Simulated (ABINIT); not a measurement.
Records of electronic-structure calculations.

## Quasiparticle gap of AlN (P6_3mc) in ABINIT

Symmetry: P6_3mc, No. 186, hexagonal system. The conventional cell has a = 3.113 Å, b = 3.113 Å, c = 4.981 Å, α = 90.00°, β = 90.00°, γ = 120.00°. Nearest to Al lie 4 N at 1.89 Å. Nearest to N lie 4 Al at 1.89 Å. Farther neighbours, and contacts between anions beyond the nearest, are not listed.

```xyz
4
Lattice="3.1130 0.0000 0.0000 -1.5565 2.6959 0.0000 0.0000 0.0000 4.9810" Properties=species:S:1:pos:R:3 pbc="T T T"
Al    0.0000    1.7973    0.0000
Al    1.5565    0.8986    2.4905
N     0.0000    1.7973    1.8928
N     1.5565    0.8986    4.3833
```

| Quantity | Value |
| --- | --- |
| method | RPA screening on PBE, plane waves, norm-conserving pseudopotentials (and 2 further levels or steps) |
| program | ABINIT 10.8.3 |
| settings | cutoff 36 Ha, PseudoDojo scalar-relativistic 0.4.1 standard, norm-conserving, ngkpt (6, 6, 4), nband 161, ecuteps 7.2 Ha, inclvkb 2, shiftk (0, 0, 0), symchi 1, awtr 1, frequency ppm, 6×6×4 k-mesh |
| cost | 5 runs, 1.9 min in all on 8 MPI ranks of Intel Xeon 6975P-C (Granite Rapids), shared host |
| notes | The database entry behind the starting cell differs from other determinations of this structure. The program’s warnings: nkpt*nsppol () is not a multiple of nproc spkpt (). The cell and positions come from the Crystallography Open Database and are kept as given unless a step says otherwise. |
| PBE gap | 4.22 eV, direct |
| G0W0 gap on the mesh | 5.60 eV |
| GW settings | 6×6×4 mesh, 161 bands, screening to 195.9 eV, Godby-Needs plasmon pole |
| known limits | short of the basis limit |

G0W0 moves the gap on the mesh from 4.22 eV to 5.60 eV (+1.38 eV), with Z of 0.79 and 0.82 at the edges. Local fields lower the RPA ε∞ on this mesh from 4.64 to 4.21.

[Long decimals in the printed logs are rounded to 6 places.]

[Logs are printed without paths, hosts, clocks, repeated set-up lines and the standing remarks that a program may print on its own settings, such as how far it seeks lower states.]

[Paths, hosts, dates, memory and timing lines, banners, echoed tables and standing remarks are left out of the program output; an Ansatz launch command may be rebuilt from the run's recorded settings. Measured values are a selection of at most five: reports struck by readers or far from the other reports are left out. None is set beside runs whose start may be inverted or whose files or cutoffs have a known fault.]

[Runs of the session that timed out or met a known fault of the program may be left out.]

[Hosts, paths, dates, database ids (printed as entryN), source tags and the programs' standing remarks are cut or masked in the printed files.]

[G0W0 gaps are taken among the corrected bands and points alone; a level outside them can change the order at an edge.]

[Where Ansatz stands beside ABINIT at settings called matched, ABINIT's density can come from a denser mesh and the files from another edition; pairs whose starting gaps differed by over 0.03 eV were left out, so agreement reads better than it is.]
